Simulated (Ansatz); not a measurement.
**Na on Hf(0001): change of the work function**

Aim: the work function of Hf(0001) at several coverages of Na (fcc site), and the dipole that each adsorbate carries.

Calculated with Ansatz 0.2.0; plane-wave DFT, PBEsol, Ansatz PAW.

This is a report of a sequence of runs, with most program output left out.

**1. Starting point**

The cell holds 4 atoms: 4 Hf. Its edges and angles: a = 3.200 Å, b = 3.200 Å, c = 25.594 Å, α = 90.0°, β = 90.0°, γ = 60.0°. Vacuum lies along c.

Structure file:

```cif
data_structure
_symmetry_space_group_name_H-M 'P 1'
_symmetry_Int_Tables_number 1
_cell_length_a 3.2000
_cell_length_b 3.2000
_cell_length_c 25.5936
_cell_angle_alpha 90.000
_cell_angle_beta 90.000
_cell_angle_gamma 60.000
_cell_volume 226.97
loop_
_atom_site_label
_atom_site_type_symbol
_atom_site_fract_x
_atom_site_fract_y
_atom_site_fract_z
_atom_site_occupancy
Hf1 Hf 0.66667 0.66667 0.35165 1
Hf2 Hf 0.00000 0.00000 0.45055 1
Hf3 Hf 0.66667 0.66667 0.54945 1
Hf4 Hf 0.00000 0.00000 0.64835 1
```

**2. The clean slab**

The bare slab comes first, as the zero from which every change is counted. The two lowest layers are held at bulk places and the upper ones relax. The dipole correction removes the false field that a one-sided slab makes across the periodic vacuum, so each face gets a flat vacuum level of its own.

Input file input.yaml:

```yaml
crystal:
  lattice:
    - [3.2, 0.0, 0.0]
    - [1.6, 2.7712812921, 0.0]
    - [0.0, 0.0, 25.5936]
  atoms:
    - { symbol: Hf, position: [0.6666666667, 0.6666666667, 0.3516504126] }
    - { symbol: Hf, position: [0.0, 0.0, 0.4505501375] }
    - { symbol: Hf, position: [0.6666666667, 0.6666666667, 0.5494498625] }
    - { symbol: Hf, position: [0.0, 0.0, 0.6483495874] }
kpoints:
  mp_grid: { grid: [11, 11, 1] }
hamiltonian:
  xc: pbesol
scf:
  occupations: { method: fermi_dirac, width: 0.1 }
  convergence: { dr2_threshold: 1.0e-08 }
efield:
  axis: 3
  dipole_correction: true
  ramp_position: 0.97
  ramp_width: 0.06
relax:
  f_tol: 0.02
  max_steps: 60
  constraints: [{ sites: [0, 1] }]
output:
  write_potential: true
  write_density: true
  volumetric_format: npy
```

Started as:

```bash
ansatz run input.yaml --threads 4 --pin off --max-ram 12288MiB --backend cpu --events-out ev --progress --plain --runs-dir out
```

Run time: 20 s. Hardware: 4 threads of Arm Neoverse V2, shared host; peak memory 0.69 GiB.

Relaxation path:

```tsv
step	energy less that of the first step (eV)	largest force component (eV/Å)
1	0.0000	0.8354
2	-0.0613	0.8080
3	-0.0940	0.1518
4	-0.0955	0.0173
```

Forces are held to the 6 operations that the run works with; a distortion that breaks them can't arise in this run.

The atoms that moved most (Å):

```tsv
atom	dx	dy	dz	length
Hf4	0.000	0.000	-0.158	0.158
Hf3	0.000	0.000	0.046	0.046
```

The relaxed structure:

```cif
data_structure
_symmetry_space_group_name_H-M 'P 1'
_symmetry_Int_Tables_number 1
_cell_length_a 3.2000
_cell_length_b 3.2000
_cell_length_c 25.5936
_cell_angle_alpha 90.000
_cell_angle_beta 90.000
_cell_angle_gamma 60.000
_cell_volume 226.97
loop_
_atom_site_label
_atom_site_type_symbol
_atom_site_fract_x
_atom_site_fract_y
_atom_site_fract_z
_atom_site_occupancy
Hf1 Hf 0.66667 0.66667 0.35165 1
Hf2 Hf 0.00000 0.00000 0.45055 1
Hf3 Hf 0.66667 0.66667 0.55125 1
Hf4 Hf 0.00000 0.00000 0.64218 1
```

Numbers from this step:

```yaml
energy_at_zero_smearing: -62389.8961 eV
work_function_upper_face: 4.380 eV
work_function_lower_face: 4.453 eV
dipole_along_the_normal: 0.003571 e·Å
step_between_the_vacuum_levels: -0.07287 eV
```

Running mean over 2.5312 Å of the planar mean; the ramp of the sawtooth is left out. The electron's electrostatic potential energy less the Fermi level by z:

```tsv
z (Å)	electron's electrostatic potential energy less the Fermi level (eV)
3	4.45
4	4.45
5	4.43
6	4.21
7	2.40
8	-3.95
9	-7.30
10	-7.18
11	-7.13
12	-7.09
13	-6.93
14	-7.20
15	-8.28
16	-7.92
17	-6.27
18	-0.0759
19	3.75
20	4.31
21	4.37
22	4.38
```

The relaxation took 4 steps and lowered the energy by 0.095 eV; the largest force on the free atoms ends at 0.017 eV/Å.

The work function of the upper face is 4.38 eV.

**3. The covered slab, k-mesh 4×4×1, coverage 0.111 ML**

System of this step: Na/Hf(0001). The cell holds 37 atoms: 36 Hf and 1 Na. Its edges and angles: a = 9.600 Å, b = 9.600 Å, c = 28.503 Å, α = 90.0°, β = 90.0°, γ = 60.0°. Vacuum lies along c.

The clean slab as it ended is repeated in the plane and the adsorbate is set on one face; the cell's size fixes the coverage, and the k-mesh shrinks with it to keep the sampling density about even. Adsorbate and upper layers relax, since the dipole depends on the height.

Input file input.yaml:

```yaml
crystal:
  lattice:
    - [9.6, 0.0, 0.0]
    - [4.8, 8.3138438763, 0.0]
    - [0.0, 0.0, 28.5027885456]
  atoms:
    - { symbol: Hf, position: [0.2222222222, 0.2222222222, 0.3157585787] }
    - { symbol: Hf, position: [0.0, 0.0, 0.4045639247] }
    - { symbol: Hf, position: [0.2222222222, 0.2222222222, 0.4949859357] }
    - { symbol: Hf, position: [0.0, 0.0, 0.5766370113] }
    - { symbol: Hf, position: [0.2222222222, 0.5555555556, 0.3157585787] }
    - { symbol: Hf, position: [0.0, 0.3333333333, 0.4045639247] }
    - { symbol: Hf, position: [0.2222222222, 0.5555555556, 0.4949859357] }
    - { symbol: Hf, position: [0.0, 0.3333333333, 0.5766370113] }
[... 25 atom lines left out ...]
    - { symbol: Hf, position: [0.6666666667, 0.6666666667, 0.4045639247] }
    - { symbol: Hf, position: [0.8888888889, 0.8888888889, 0.4949859357] }
    - { symbol: Hf, position: [0.6666666667, 0.6666666667, 0.5766370113] }
    - { symbol: Na, position: [0.1111111111, 0.1111111111, 0.6842414213] }
kpoints:
  mp_grid: { grid: [4, 4, 1] }
hamiltonian:
  xc: pbesol
scf:
  occupations: { method: fermi_dirac, width: 0.1 }
  convergence: { dr2_threshold: 1.0e-08 }
efield:
  axis: 3
  dipole_correction: true
  ramp_position: 0.97
  ramp_width: 0.06
relax:
  f_tol: 0.02
  max_steps: 60
  constraints:
    - { sites: [0, 1, 4, 5, 8, 9, 12, 13, 16, 17, 20, 21, 24, 25, 28, 29, 32, 33] }
output:
  bader: true
  write_potential: true
  write_density: true
  volumetric_format: npy
```

The job ended after 32 min (4 threads; peak memory 7.5 GiB; 2.1 h of CPU time).

Step by step:

```tsv
step	energy less that of the first step (eV)	largest force component (eV/Å)
1	0.0000	0.3117
2	-0.0140	0.2388
3	-0.0483	0.0742
4	-0.0459	0.0703
5	-0.0493	0.0551
6	-0.0503	0.0055
```

Relaxation step 4 was tried and not accepted.

Forces are held to the 6 operations that the run works with; a distortion that breaks them can't arise in this run.

The atoms that moved most (Å):

```tsv
atom	dx	dy	dz	length
Na37	0.000	0.000	-0.212	0.212
Hf3	0.010	0.006	-0.027	0.029
Hf27	-0.010	0.006	-0.027	0.029
Hf11	0.000	-0.012	-0.027	0.029
Hf32	0.016	-0.009	0.022	0.029
Hf20	-0.016	-0.009	0.022	0.029
Hf24	0.000	0.019	0.022	0.029
Hf16	-0.007	0.004	-0.027	0.028
```

Final coordinates:

```cif
data_structure
_symmetry_space_group_name_H-M 'P 1'
_symmetry_Int_Tables_number 1
_cell_length_a 9.6000
_cell_length_b 9.6000
_cell_length_c 28.5028
_cell_angle_alpha 90.000
_cell_angle_beta 90.000
_cell_angle_gamma 60.000
_cell_volume 2274.89
loop_
_atom_site_label
_atom_site_type_symbol
_atom_site_fract_x
_atom_site_fract_y
_atom_site_fract_z
_atom_site_occupancy
Hf1 Hf 0.22222 0.22222 0.31576 1
Hf2 Hf 0.00000 0.00000 0.40456 1
Hf3 Hf 0.22295 0.22295 0.49406 1
Hf4 Hf 0.00050 0.00050 0.57569 1
Hf5 Hf 0.22222 0.55556 0.31576 1
Hf6 Hf 0.00000 0.33333 0.40456 1
Hf7 Hf 0.22214 0.55560 0.49535 1
Hf8 Hf 0.00050 0.33234 0.57569 1
Hf9 Hf 0.22222 0.88889 0.31576 1
Hf10 Hf 0.00000 0.66667 0.40456 1
Hf11 Hf 0.22295 0.88744 0.49406 1
Hf12 Hf 0.99912 0.66711 0.57732 1
Hf13 Hf 0.55556 0.22222 0.31576 1
Hf14 Hf 0.33333 0.00000 0.40456 1
Hf15 Hf 0.55560 0.22214 0.49535 1
Hf16 Hf 0.33234 0.00050 0.57569 1
Hf17 Hf 0.55556 0.55556 0.31576 1
Hf18 Hf 0.33333 0.33333 0.40456 1
Hf19 Hf 0.55560 0.55560 0.49535 1
Hf20 Hf 0.33222 0.33222 0.57742 1
Hf21 Hf 0.55556 0.88889 0.31576 1
Hf22 Hf 0.33333 0.66667 0.40456 1
Hf23 Hf 0.55731 0.88801 0.49446 1
Hf24 Hf 0.33222 0.66890 0.57742 1
Hf25 Hf 0.88889 0.22222 0.31576 1
Hf26 Hf 0.66667 0.00000 0.40456 1
Hf27 Hf 0.88744 0.22295 0.49406 1
Hf28 Hf 0.66711 0.99912 0.57732 1
Hf29 Hf 0.88889 0.55556 0.31576 1
Hf30 Hf 0.66667 0.33333 0.40456 1
Hf31 Hf 0.88801 0.55731 0.49446 1
Hf32 Hf 0.66890 0.33222 0.57742 1
Hf33 Hf 0.88889 0.88889 0.31576 1
Hf34 Hf 0.66667 0.66667 0.40456 1
Hf35 Hf 0.88801 0.88801 0.49446 1
Hf36 Hf 0.66711 0.66711 0.57732 1
Na37 Na 0.11111 0.11111 0.67681 1
```

This step gave:

```
energy at zero smearing        : -562985.6695 eV
work function, upper face      : 3.180 eV
work function, lower face      : 4.456 eV
dipole along the normal        : 0.5624 e·Å
step between the vacuum levels : -1.275 eV
```

Running mean over 2.5312 Å of the planar mean; the ramp of the sawtooth is left out. Electron's electrostatic potential energy less the Fermi level against z:

```tsv
z (Å)	electron's electrostatic potential energy less the Fermi level (eV)
4	4.45
5	4.43
6	4.21
7	2.40
8	-3.96
9	-7.31
10	-7.19
11	-7.13
12	-7.11
13	-7.00
14	-7.22
15	-8.21
16	-7.86
17	-6.25
18	-0.456
19	2.75
20	2.90
21	3.12
22	3.17
23	3.18
24	3.18
25	3.18
```

The relaxation took 6 steps and lowered the energy by 0.050 eV; the largest force on the free atoms ends at 0.0055 eV/Å.

The covered face has 3.18 eV, -1.20 eV against the clean one; the bare back face has moved by +0.00 eV, a measure of how thin the slab is.

**4. Adsorbate added, k-mesh 6×6×1, coverage 0.25 ML**

System of this step: Na/Hf(0001). The cell holds 17 atoms: 16 Hf and 1 Na. Cell: a = 6.400 Å, b = 6.400 Å, c = 28.503 Å, α = 90.0°, β = 90.0°, γ = 60.0°. Vacuum lies along c.

Another coverage, to see how the dipoles act on each other as their distance changes.

Input file input.yaml:

```yaml
crystal:
  lattice:
    - [6.4, 0.0, 0.0]
    - [3.2, 5.5425625842, 0.0]
    - [0.0, 0.0, 28.5027885456]
  atoms:
    - { symbol: Hf, position: [0.3333333333, 0.3333333333, 0.3157585787] }
    - { symbol: Hf, position: [0.0, 0.0, 0.4045639247] }
    - { symbol: Hf, position: [0.3333333333, 0.3333333333, 0.4949859357] }
    - { symbol: Hf, position: [0.0, 0.0, 0.5766370113] }
    - { symbol: Hf, position: [0.3333333333, 0.8333333333, 0.3157585787] }
    - { symbol: Hf, position: [0.0, 0.5, 0.4045639247] }
    - { symbol: Hf, position: [0.3333333333, 0.8333333333, 0.4949859357] }
    - { symbol: Hf, position: [0.0, 0.5, 0.5766370113] }
    - { symbol: Hf, position: [0.8333333333, 0.3333333333, 0.3157585787] }
    - { symbol: Hf, position: [0.5, 0.0, 0.4045639247] }
    - { symbol: Hf, position: [0.8333333333, 0.3333333333, 0.4949859357] }
    - { symbol: Hf, position: [0.5, 0.0, 0.5766370113] }
    - { symbol: Hf, position: [0.8333333333, 0.8333333333, 0.3157585787] }
    - { symbol: Hf, position: [0.5, 0.5, 0.4045639247] }
    - { symbol: Hf, position: [0.8333333333, 0.8333333333, 0.4949859357] }
    - { symbol: Hf, position: [0.5, 0.5, 0.5766370113] }
    - { symbol: Na, position: [0.1666666667, 0.1666666667, 0.6842414213] }
kpoints:
  mp_grid: { grid: [6, 6, 1] }
hamiltonian:
  xc: pbesol
scf:
  occupations: { method: fermi_dirac, width: 0.1 }
  convergence: { dr2_threshold: 1.0e-08 }
efield:
  axis: 3
  dipole_correction: true
  ramp_position: 0.97
  ramp_width: 0.06
relax:
  f_tol: 0.02
  max_steps: 60
  constraints: [{ sites: [0, 1, 4, 5, 8, 9, 12, 13] }]
output:
  bader: true
  dos: { projected: true, e_range: [-8, 4] }
  write_potential: true
  write_density: true
  volumetric_format: npy
  elf: true
```

The job ended after 5.2 min (4 threads; peak memory 5.6 GiB).

Step by step:

```tsv
step	energy less that of the first step (eV)	largest force component (eV/Å)
1	0.0000	0.4022
2	-0.0159	0.4504
3	-0.0654	0.0934
4	-0.0679	0.0128
```

Forces are held to the 6 operations that the run works with; a distortion that breaks them can't arise in this run.

The atoms that moved most (Å):

```tsv
atom	dx	dy	dz	length
Na17	0.000	0.000	-0.236	0.236
Hf16	0.000	0.000	0.062	0.062
Hf15	0.000	0.000	-0.041	0.041
Hf8	0.000	0.013	0.000	0.013
Hf12	0.011	-0.006	0.000	0.013
Hf4	-0.011	-0.006	0.000	0.013
Hf7	0.000	-0.008	-0.005	0.010
Hf3	0.007	0.004	-0.005	0.010
```

Numbers from this step:

| Property | Result |
| --- | --- |
| energy at zero smearing | -251036.1508 eV |
| work function, upper face | 2.261 eV |
| work function, lower face | 4.453 eV |
| dipole along the normal | 0.4296 e·Å |
| step between the vacuum levels | -2.192 eV |

Running mean over 2.5312 Å of the planar mean; the ramp of the sawtooth is left out. The electron's electrostatic potential energy less the Fermi level by z:

z (Å), electron's electrostatic potential energy less the Fermi level (eV) and a bar from the least value:
```
        4       4.45 ##############################
        5       4.43 ##############################
        6       4.20 #############################
        7       2.40 #########################
        8      -3.95 ##########
        9      -7.30 ##
       10      -7.18 ##
       11      -7.12 ##
       12      -7.11 ##
       13      -7.02 ###
       14      -7.23 ##
       15      -8.14 
       16      -7.82 #
       17      -6.28 ####
       18      -0.99 #################
       19       1.61 #######################
       20       1.51 #######################
       21       2.07 ########################
       22       2.23 #########################
       23       2.26 #########################
       24       2.26 #########################
       25       2.26 #########################
```

The density of states has structure finer than the step of the table below, so its rows give means over 0.25 eV, whole bins alone (the curve runs from -8 to 1.98 eV). Peaks (eV: height): -1.170: 38.4, -0.870: 45.8, -0.780: 51.7, -0.450: 43.4, 1.020: 47.5, 1.080: 55.6, 1.650: 37.6.

The density of states by energy, zero at the Fermi level; means over each step:

```tsv
energy (eV)	density of states (states/eV a cell)
-7.25	0
-7.00	0.0467
-6.75	0.938
-6.50	1.01
-6.25	1.09
-6.00	1.14
-5.75	2.19
-5.50	2.96
-5.25	2.19
-5.00	2.10
-4.75	4.01
-4.50	3.78
-4.25	3.05
-4.00	4.07
-3.75	10.0
-3.50	3.55
-3.25	15.2
-3.00	9.04
-2.75	14.2
-2.50	15.4
-2.25	14.1
-2.00	10.9
-1.75	7.22
-1.50	14.9
-1.25	21.2
-1.00	27.4
-0.75	19.9
-0.50	17.7
-0.25	20.9
0.00	20.8
0.25	20.7
0.50	25.4
0.75	22.4
1.00	34.6
1.25	24.1
1.50	20.3
1.75	19.8
```

Projected DOS per atom over height of the atomic layer and energy from the Fermi level. Layers: Hf4 Hf4 Hf4 Hf4 Na from below.

Ten even steps from '_' (0.00 states/eV) to '@' (1.96 states/eV), each cell a mean:
```
++**####==
==**##%%::
%%##**%%::
@@++++##__
@@++==##__
**--::==__
%%@@%%@@==
====++**__
::----::__
--==++--__
----==--__
::====--__
..::::::__
..____..__
........__
__________
__________
__________
__________
__________
__________
__________
```
Columns: height of the atomic layer (Å) from 9 to 19.3 (not evenly spaced); rows upwards: energy from the Fermi level (eV) from -7.96 to 1.95.

ELF in the ca plane at fractional y = 0.000, with atoms of Hf within 0.2 Å of it. It is the smooth field of the valence electrons, not physical close to the nuclei.

Ten even steps from '0' (0.00) to '9' (0.84), each cell a mean:
```
63389995256678625999831233222110000000000000
43247852243234422687411222221100000000000000
23222222321222232232223332211000000000000000
14542234421332244322345443211000000000000000
14532234421332244322345443211000000000000000
23222322321222232232223332211000000000000000
53247862243334422687411222221100000000000000
63389995256678625999831233222110000000000000
73499995257889736999831233211111000000000000
63269983245456524899621331000011100000000000
33225532332222332354213410000001110000000000
23422223421222233222246400000001110000000000
14543235421332135433457300110001110000000000
23322223421222233222246400000001110000000000
33225532332222332454213410000001110000000000
63279983255556624899621331000011100000000000
73499995257889736999831233211111000000000000
```
Columns run along c (16.0 Å, from fractional 0.35 to 0.91 of the cell), rows up along a (6.4 Å). Atoms in or near the plane, at fractional coordinates: Hf at (0.40, 0.00), Hf at (0.58, 0.00), Hf at (0.40, 0.50), Hf at (0.58, 0.50).

Electrostatic potential energy in the ca plane at fractional y = 0.000, with atoms of Hf within 0.2 Å of it. With pseudopotentials it is smooth inside the atoms' cores, unlike the true potential.

Ten even steps from '0' (-35 eV) to '9' (9 eV), each cell a mean:
```
98510004799999973000168999999999999999999999
98741136898888886211479999999999999999999999
89876678887767888666789999999999999999999999
89998889987556899888999999999999999999999999
89988889987556899888999999999999999999999999
89876678888767888656789999999999999999999999
98741136898888885201479999999999999999999999
98500004799999973000168999999999999999999999
98500103799999972010158999999999999999999999
98620015899999984000268999999999999999999999
88864357898778887534689999889999999999999999
89987788987667888878899998888999999999999999
89998899987556899988999998888999999999999999
89987788987667888878899998888999999999999999
88863357898778887534689999889999999999999999
98620015899999984000268999999999999999999999
98500103799999972010158999999999999999999999
```
Columns run along c (16.0 Å, from fractional 0.35 to 0.91 of the cell; values clipped at the 3rd and 97th percentile), rows up along a (6.4 Å). Atoms in or near the plane, at fractional coordinates: Hf at (0.40, 0.00), Hf at (0.58, 0.00), Hf at (0.40, 0.50), Hf at (0.58, 0.50).

Valence density in the ca plane at fractional y = 0.000, with atoms of Hf within 0.2 Å of it. It is the smooth field of the valence electrons, not physical close to the nuclei.

Ten steps, logarithmic in the rise over the least value, from '0' (0 e/Å³) to '9' (30 e/Å³), each cell a mean:
```
11368974111111114898620000000000000000000000
11146642111111112565310000000000000000000000
11112211111111111222100000000000000000000000
11011110011222111111000000000000000000000000
11011110011222111111000000000000000000000000
11112211111111111222100000000000000000000000
11146642111111112566310000000000000000000000
11368974111111114898620000000000000000000000
11379984111111115899620000000000000000000000
11257863111111113687410000000000000000000000
11124431111111111343200000000000000000000000
11111111011221111111000000000000000000000000
11011100011222111110000000000000000000000000
11111111011221111111100000000000000000000000
11124431111111111343210000000000000000000000
11257863111111113687410000000000000000000000
11379984111111115899620000000000000000000000
```
Columns run along c (16.0 Å, from fractional 0.35 to 0.91 of the cell), rows up along a (6.4 Å). Atoms in or near the plane, at fractional coordinates: Hf at (0.40, 0.00), Hf at (0.58, 0.00), Hf at (0.40, 0.50), Hf at (0.58, 0.50).

The relaxation took 4 steps and lowered the energy by 0.068 eV; the largest force on the free atoms ends at 0.013 eV/Å.

By hand: a sheet of dipoles makes a step −p/(ε₀A) in the electron's potential. With e/ε₀ = 180.95 V·Å, p = 0.4296 e·Å and A = 35.47 Å², that is −180.95 × (0.4296) / 35.47 = -2.192 eV, and the two vacuum levels of the run differ by -2.192 eV.

The covered face has 2.26 eV, -2.12 eV against the clean one; the bare back face has moved by +0.00 eV, a measure of how thin the slab is.

**5. Work function against coverage**

This step: plane-wave DFT, PBEsol, Ansatz PAW; work function against coverage (Ansatz 0.2.0).

The runs are now put side by side.

Numbers from this step:

```
work function of the clean face     : 4.380 eV
largest change of the work function : -2.119 eV
```

Table of work function of the covered face by coverage:

```tsv
coverage (adsorbates/nm²)	work function of the covered face (eV)
0.00	4.38
1.25	3.18
2.82	2.26
```

The dipole per adsorbate comes from the change of the cell's dipole. Coverage, by row:

```tsv
coverage (1/nm²)	coverage (ML)	work function (eV)	change (eV)	dipole per adsorbate, positive end outwards (debye)	mean height of the added atoms over the highest substrate atom (Å)
1.253	0.1111	3.18	-1.2	2.547	2.833
2.819	0.25	2.261	-2.119	1.995	2.769
```

[end of part 1 of 2]

[Logs are printed without paths, hosts, clocks, repeated set-up lines and the standing remarks that a program may print on its own settings, such as how far it seeks lower states.]

[Hosts, paths, dates, database ids (printed as entryN), source tags and the programs' standing remarks are cut or masked in the printed files.]

[Maps of the electrostatic potential energy from Ansatz leave out the sawtooth potential of an applied field or a dipole correction, so their vacuum need not be flat; planar profiles and work functions include it.]

[The density of states shown here was stored with 400 of the rows of the run's finer table, so its peaks can read low, often by over a quarter, or be missed, and its means over a window can be off by a tenth or more.]
